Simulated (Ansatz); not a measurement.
**CuPd (Skaergaardite, Pm-3m): Grüneisen parameters**

Aim: how the phonons of CuPd (Skaergaardite, Pm-3m) shift with volume, and the thermal expansion that follows.

Calculated with Ansatz 0.2.0; DFT PBEsol, scalar-relativistic, plane waves, PAW; PAW set soft_1.

Report form: the programs' logs are mostly left out.

The database entry behind the starting cell differs from later determinations by our own check (about 0.35 % long), so it need not match the best structure at ambient conditions.

### Step 1. Set-up

The structure is cubic, space group Pm-3m (No. 221). The conventional cell has a = 2.961 Å, b = 2.961 Å, c = 2.961 Å, α = 90.00°, β = 90.00°, γ = 90.00°. Nearest to Cu lie 8 Pd at 2.56 Å. Pd has 8 Cu at 2.56 Å nearest. Farther neighbours are not listed.

### Step 2. The dispersion

The cell comes from relaxations at this level that are not shown. Stability and thermal properties need the whole zone. Linear response on a 4×4×4 q mesh gives force constants as far as a supercell of that size would.

input.yaml reads:

```yaml
crystal:
  lattice:
    - [2.9609981749, 0.0, 0.0]
    - [0.0, 2.9609981749, 0.0]
    - [0.0, 0.0, 2.9609981749]
  atoms:
    - { symbol: Cu, position: [0.0, 0.0, 0.0] }
    - { symbol: Pd, position: [0.5, 0.5, 0.5] }
kpoints:
  mp_grid: { grid: [16, 16, 16] }
hamiltonian:
  xc: pbesol
  pseudopotentials: { kind: paw, azcp: { folder: soft_1 }, xc_functional: pbe }
scf:
  occupations: { method: methfessel_paxton, width: 0.2 }
output:
  eigenvalues: true
phonons:
  method: dfpt
  qmesh: [4, 4, 4]
  temperatures: { t_max: 1000, t_step: 50 }
  qpath:
    path:
      - [[0.0, 0.0, 0.0], [0.0, 0.5, 0.0], [0.5, 0.5, 0.0], [0.0, 0.0, 0.0], [0.5, 0.5, 0.5], [0.0, 0.5, 0.0]]
      - [[0.5, 0.5, 0.5], [0.5, 0.5, 0.0]]
    npoints: 10
```

Run with:

```console
$ ansatz run input.yaml --threads 4 --pin off --max-ram 10240MiB --backend cpu --events-out ev --progress --plain --runs-dir out
```

Elapsed: 11 min, on 4 threads of Arm Neoverse V1, shared host; peak memory 3.4 GiB.

Numbers from this step:

```
volume per atom                                         : 12.98 Å³
gap on the k-mesh                                       : 0 eV
sum-rule residual before enforcement                    : 3.28e-5 eV/Å²
lowest frequency on the path                            : 0 cm⁻¹
point group                                             : m-3m
highest frequency on the path or at a solved wavevector : 245.6 cm⁻¹
mean frequency                                          : 160.2 cm⁻¹
Debye temperature (second moment)                       : 317 K
logarithmic mean frequency                              : 146.9 cm⁻¹
highest optical mode at the zone centre (no LO-TO term) : 223.5 cm⁻¹
lowest optical zone-centre mode                         : 223.5 cm⁻¹
lowest mode on the q mesh (acoustic modes at Γ apart)   : 37.5 cm⁻¹
zero-point energy per atom                              : 29.79 meV
heat capacity at 300 K                                  : 23.61 J/(mol atoms K)
vibrational entropy at 300 K                            : 34.36 J/(mol atoms K)
```

Frequencies (cm⁻¹) solved at each irreducible wavevector; negative means imaginary. Frequencies by wavevector, by row:

```
q in reciprocal lattice units  star  mode 1  mode 2  mode 3  mode 4  mode 5  mode 6
                        0 0 0     1       0       0       0   223.5   223.5   223.5
                     0 0 0.25     6    84.7    84.7   112.5   210.9   210.9   220.9
                     0 0 -0.5     3   136.7   136.7   176.7   189.2   189.2   198.2
                  0 0.25 0.25    12    37.5   108.9   158.1   194.3   200.9   234.6
                  0 0.25 -0.5    12    95.2   107.4   134.6   185.6   226.1   230.1
                  0 -0.5 -0.5     3    49.8    49.8   134.1   183.5   245.6   245.6
               0.25 0.25 0.25     8    95.6    95.6   130.1   210.5   218.1   218.1
               0.25 0.25 -0.5    12    88.9   101.1   148.9   187.4   224.2   227.6
               0.25 -0.5 -0.5     6   101.9   101.9     147   183.9   225.7   225.7
               -0.5 -0.5 -0.5     1   160.3   160.3   160.3   179.8   179.8   179.8
```

Symmetry leaves 10 wavevectors to solve. The lowest mode among them, the acoustic zeros apart, lies at q = (0, 0.25, 0.25) and is real, 37.5 cm⁻¹.

### Step 3. Relaxing at another volume, volume ratio 0.97

The volume is scaled by 0.97 and held; symmetry leaves nothing to relax, so this is a single point. The modes can then be followed against volume.

input.yaml, the sections that differ from step 2:

```yaml
crystal:
  lattice:
    - [2.9310870575, 0.0, 0.0]
    - [0.0, 2.9310870575, 0.0]
    - [0.0, 0.0, 2.9310870575]
  atoms:
    - { symbol: Cu, position: [0.0, 0.0, 0.0] }
    - { symbol: Pd, position: [0.5, 0.5, 0.5] }
output:
  forces: true
  stress: true
  eigenvalues: true
# kpoints, hamiltonian, scf: as in step 2
# phonons: removed
```

Elapsed: 1.6 s, on 4 threads; peak memory 0.38 GiB.

This step gave:

* pressure: 6.113 GPa
* volume per atom: 12.59 Å³

The run ends at a pressure of 6.11 GPa.

### Step 4. Phonons at the other volume, volume ratio 0.97

The phonons are repeated at this volume on the same k and q meshes.

Edit input.yaml of step 3 so:

```diff
@@ -16,4 +16,11 @@
 output:
-  forces: true
-  stress: true
   eigenvalues: true
+phonons:
+  method: dfpt
+  qmesh: [4, 4, 4]
+  temperatures: { t_max: 1000, t_step: 50 }
+  qpath:
+    path:
+      - [[0.0, 0.0, 0.0], [0.0, 0.5, 0.0], [0.5, 0.5, 0.0], [0.0, 0.0, 0.0], [0.5, 0.5, 0.5], [0.0, 0.5, 0.0]]
+      - [[0.5, 0.5, 0.5], [0.5, 0.5, 0.0]]
+    npoints: 10
```

The job ended after 11 min (4 threads; peak memory 3.3 GiB; 41 min of CPU time).

Numbers from this step:

- sum-rule residual before enforcement: 3.40e-5 eV/Å²
- highest frequency on the path or at a solved wavevector: 264.1 cm⁻¹
- mean frequency: 171.3 cm⁻¹
- Debye temperature (second moment): 339 K
- logarithmic mean frequency: 157 cm⁻¹
- highest optical mode at the zone centre (no LO-TO term): 238.6 cm⁻¹
- lowest optical zone-centre mode: 238.6 cm⁻¹
- lowest mode on the q mesh (acoustic modes at Γ apart): 40.39 cm⁻¹
- zero-point energy per atom: 31.86 meV
- heat capacity at 300 K: 23.43 J/(mol atoms K)
- vibrational entropy at 300 K: 32.79 J/(mol atoms K)

Frequencies (cm⁻¹) solved at each irreducible wavevector; negative means imaginary. Frequencies by wavevector, by row:

```csv
q in reciprocal lattice units,star,mode 1,mode 2,mode 3,mode 4,mode 5,mode 6
0 0 0,1,0,0,0,238.6,238.6,238.6
0 0 0.25,6,89.8,89.8,120.9,224.8,224.8,236.3
0 0 -0.5,3,145.5,145.5,190.1,200.9,200.9,212.2
0 0.25 0.25,12,40.4,115.5,169,207.5,214,251.6
0 0.25 -0.5,12,101.3,114.7,143.1,197.2,242.8,246.9
0 -0.5 -0.5,3,53.8,53.8,142.4,195,264.1,264.1
0.25 0.25 0.25,8,102.2,102.2,138.2,225.4,233.7,233.7
0.25 0.25 -0.5,12,94.6,108.2,160,200,240.8,244.4
0.25 -0.5 -0.5,6,109.7,109.7,157.8,196.4,242.8,242.8
-0.5 -0.5 -0.5,1,173.4,173.4,173.4,193.6,193.6,193.6
```

The highest optical mode at the zone centre (no LO-TO term) is 238.6 cm⁻¹, +15.1 cm⁻¹ against the base run.

### Step 5. Relaxing at another volume, volume ratio 1.03

The volume is scaled by 1.03 and held; symmetry leaves nothing to relax, so this is a single point. The modes can then be followed against volume.

input.yaml, the sections that differ from step 4:

```yaml
crystal:
  lattice:
    - [2.9903168953, 0.0, 0.0]
    - [0.0, 2.9903168953, 0.0]
    - [0.0, 0.0, 2.9903168953]
  atoms:
    - { symbol: Cu, position: [0.0, 0.0, 0.0] }
    - { symbol: Pd, position: [0.5, 0.5, 0.5] }
output:
  forces: true
  stress: true
  eigenvalues: true
# kpoints, hamiltonian, scf: as in step 4
# phonons: removed
```

Wall time 1.6 s (4 threads); peak memory 0.38 GiB.

Numbers from this step:

```yaml
pressure: -5.075 GPa
volume_per_atom: 13.37 Å³
```

The run ends at a pressure of -5.08 GPa.

### Step 6. Phonons at the other volume, volume ratio 1.03

Edit input.yaml of step 5 so:

```diff
@@ -16,4 +16,11 @@
 output:
-  forces: true
-  stress: true
   eigenvalues: true
+phonons:
+  method: dfpt
+  qmesh: [4, 4, 4]
+  temperatures: { t_max: 1000, t_step: 50 }
+  qpath:
+    path:
+      - [[0.0, 0.0, 0.0], [0.0, 0.5, 0.0], [0.5, 0.5, 0.0], [0.0, 0.0, 0.0], [0.5, 0.5, 0.5], [0.0, 0.5, 0.0]]
+      - [[0.5, 0.5, 0.5], [0.5, 0.5, 0.0]]
+    npoints: 10
```

Wall time 11 min (4 threads); peak memory 3.5 GiB; 42 min of CPU time.

This step gave:

* sum-rule residual before enforcement: 3.09e-5 eV/Å²
* highest frequency on the path or at a solved wavevector: 228.0 cm⁻¹
* mean frequency: 149.6 cm⁻¹
* Debye temperature (second moment): 296 K
* logarithmic mean frequency: 137.3 cm⁻¹
* highest optical mode at the zone centre (no LO-TO term): 209.2 cm⁻¹
* lowest optical zone-centre mode: 209.2 cm⁻¹
* lowest mode on the q mesh (acoustic modes at Γ apart): 34.73 cm⁻¹
* zero-point energy per atom: 27.82 meV
* heat capacity at 300 K: 23.78 J/(mol atoms K)
* vibrational entropy at 300 K: 35.97 J/(mol atoms K)

Frequencies (cm⁻¹) solved at each irreducible wavevector; negative means imaginary. Frequencies by wavevector, by row:

| q in reciprocal lattice units | star | mode 1 | mode 2 | mode 3 | mode 4 | mode 5 | mode 6 |
| --- | --- | --- | --- | --- | --- | --- | --- |
| 0 0 0 | 1 | 0 | 0 | 0 | 209.2 | 209.2 | 209.2 |
| 0 0 0.25 | 6 | 79.9 | 79.9 | 104.4 | 197.7 | 197.7 | 206.3 |
| 0 0 -0.5 | 3 | 128.3 | 128.3 | 164.1 | 178.2 | 178.2 | 184.9 |
| 0 0.25 0.25 | 12 | 34.7 | 102.6 | 147.8 | 181.8 | 188.6 | 218.5 |
| 0 0.25 -0.5 | 12 | 89.5 | 100.5 | 126.6 | 174.7 | 210.3 | 214.2 |
| 0 -0.5 -0.5 | 3 | 46 | 46 | 126.2 | 172.6 | 228 | 228 |
| 0.25 0.25 0.25 | 8 | 89.3 | 89.3 | 122.5 | 196.4 | 203.2 | 203.2 |
| 0.25 0.25 -0.5 | 12 | 83.5 | 94.5 | 138.5 | 175.6 | 208.4 | 211.7 |
| 0.25 -0.5 -0.5 | 6 | 94.6 | 94.6 | 136.7 | 172.2 | 209.4 | 209.4 |
| -0.5 -0.5 -0.5 | 1 | 147.8 | 147.8 | 147.8 | 166.7 | 166.7 | 166.7 |

The highest optical mode at the zone centre (no LO-TO term) is 209.2 cm⁻¹, -14.3 cm⁻¹ against the base run.

### Step 7. Grüneisen parameters

The Grüneisen parameter of a mode is minus the logarithmic change of its frequency with volume, −d ln ω / d ln V; weighted by heat capacity it gives the expansion.

This step gave:

```yaml
bulk_modulus: 186.4 GPa
```

The phonon branches at the labelled points (cm⁻¹):

```
    point  branch 1  branch 2  branch 3  branch 4  branch 5  branch 6
        Γ         0         0         0       224       224       224
  halfway        85        85       112       211       211       221
        X       137       137       177       189       189       198
  halfway        95       107       135       186       226       230
        M        50        50       134       184       246       246
  halfway        38       109       158       194       201       235
        Γ         0         0         0       224       224       224
  halfway        96        96       130       210       218       218
        R       160       160       160       180       180       180
  halfway        89       101       149       187       224       228
        X       137       137       177       189       189       198
jump to R       160       160       160       180       180       180
  halfway       102       102       147       184       226       226
        M        50        50       134       184       246       246
```

The same for volume x 0.97:

| point | branch 1 | branch 2 | branch 3 | branch 4 | branch 5 | branch 6 |
| --- | --- | --- | --- | --- | --- | --- |
| Γ | 0 | 0 | 0 | 239 | 239 | 239 |
| X | 146 | 146 | 190 | 201 | 201 | 212 |
| M | 54 | 54 | 142 | 195 | 264 | 264 |
| Γ | 0 | 0 | 0 | 239 | 239 | 239 |
| R | 173 | 173 | 173 | 194 | 194 | 194 |
| X | 146 | 146 | 190 | 201 | 201 | 212 |
| R | 173 | 173 | 173 | 194 | 194 | 194 |
| M | 54 | 54 | 142 | 195 | 264 | 264 |

The same for volume x 1.03:

```csv
point,branch 1,branch 2,branch 3,branch 4,branch 5,branch 6
Γ,0,0,0,209,209,209
X,128,128,164,178,178,185
M,46,46,126,173,228,228
Γ,0,0,0,209,209,209
R,148,148,148,167,167,167
X,128,128,164,178,178,185
R,148,148,148,167,167,167
M,46,46,126,173,228,228
```

Mode Grueneisen parameter -dln(w)/dln(V), modes matched by rank; at Γ the acoustic branches take the value of a neighbouring point of the path. The mode Grüneisen parameters at the labelled points ():

```csv
point,branch 1,branch 2,branch 3,branch 4,branch 5,branch 6
Γ,1.83,1.83,2.46,2.19,2.19,2.19
halfway,1.95,1.95,2.44,2.14,2.14,2.26
X,2.10,2.10,2.45,2.00,2.00,2.29
halfway,2.06,2.20,2.04,2.02,2.39,2.37
M,2.61,2.61,2.01,2.03,2.45,2.45
halfway,2.53,1.97,2.23,2.19,2.11,2.35
Γ,3.30,1.91,2.20,2.19,2.19,2.19
halfway,2.25,2.25,2.01,2.29,2.32,2.32
R,2.66,2.66,2.66,2.49,2.49,2.49
halfway,2.10,2.26,2.40,2.17,2.41,2.39
X,2.10,2.10,2.45,2.00,2.00,2.29
jump to R,2.66,2.66,2.66,2.49,2.49,2.49
halfway,2.47,2.47,2.39,2.19,2.47,2.47
M,2.61,2.61,2.01,2.03,2.45,2.45
```

(dS/dlnV)/C_V. The thermodynamic Grueneisen parameter by temperature:

```
temperature (K)  thermodynamic Grueneisen parameter
             50                                2.22
            100                                2.23
            150                                2.23
            200                                2.24
            250                                2.24
            300                                2.24
            350                                2.24
            400                                2.24
            450                                2.24
            500                                2.24
            550                                2.24
            600                                2.24
            650                                2.24
            700                                2.24
            750                                2.24
            800                                2.24
            850                                2.24
            900                                2.24
            950                                2.24
           1000                                2.24
```

Gamma C_V/(B V) at the static volume. Volume expansion against temperature:

```csv
temperature (K),volume expansion (1e-6/K)
50,10.9
100,24.8
150,31.1
200,34.0
250,35.5
300,36.3
350,36.8
400,37.2
450,37.4
500,37.6
550,37.7
600,37.8
650,37.9
700,38.0
750,38.0
800,38.1
850,38.1
900,38.1
950,38.2
1000,38.2
```

### Step 8. Results

```
bulk modulus                               : 186 GPa
thermodynamic Grüneisen parameter at 300 K : 2.24
volume expansion at 300 K, estimated       : 36.29 × 10⁻⁶ K⁻¹
```

By this estimate the volume grows by 36.3 × 10⁻⁶ per kelvin at 300 K. The highest optical mode at Γ goes from 239 to 209 cm⁻¹ as the cell grows, a Grüneisen parameter of 2.19. Mode parameters on the path run from 1.8 to 3.3, with a median of 2.3. Branches are matched by rank, so values near crossings are rough. The expansion is the Grüneisen estimate at the static volume, with the static bulk modulus. With no gap, or one that is small against the smearing, the frequencies hang on the k mesh and the smearing, most of all near Kohn anomalies. The phonon runs are without spin polarisation, although the cell has an odd electron count. The PAW files were made for PBE and serve the other functionals too. A phonon run warned that its eigensolver left some bands unconverged in a pass.

[Logs are printed without paths, hosts, clocks, repeated set-up lines and the standing remarks that a program may print on its own settings, such as how far it seeks lower states.]

[Hosts, paths, dates, database ids (printed as entryN), source tags and the programs' standing remarks are cut or masked in the printed files.]
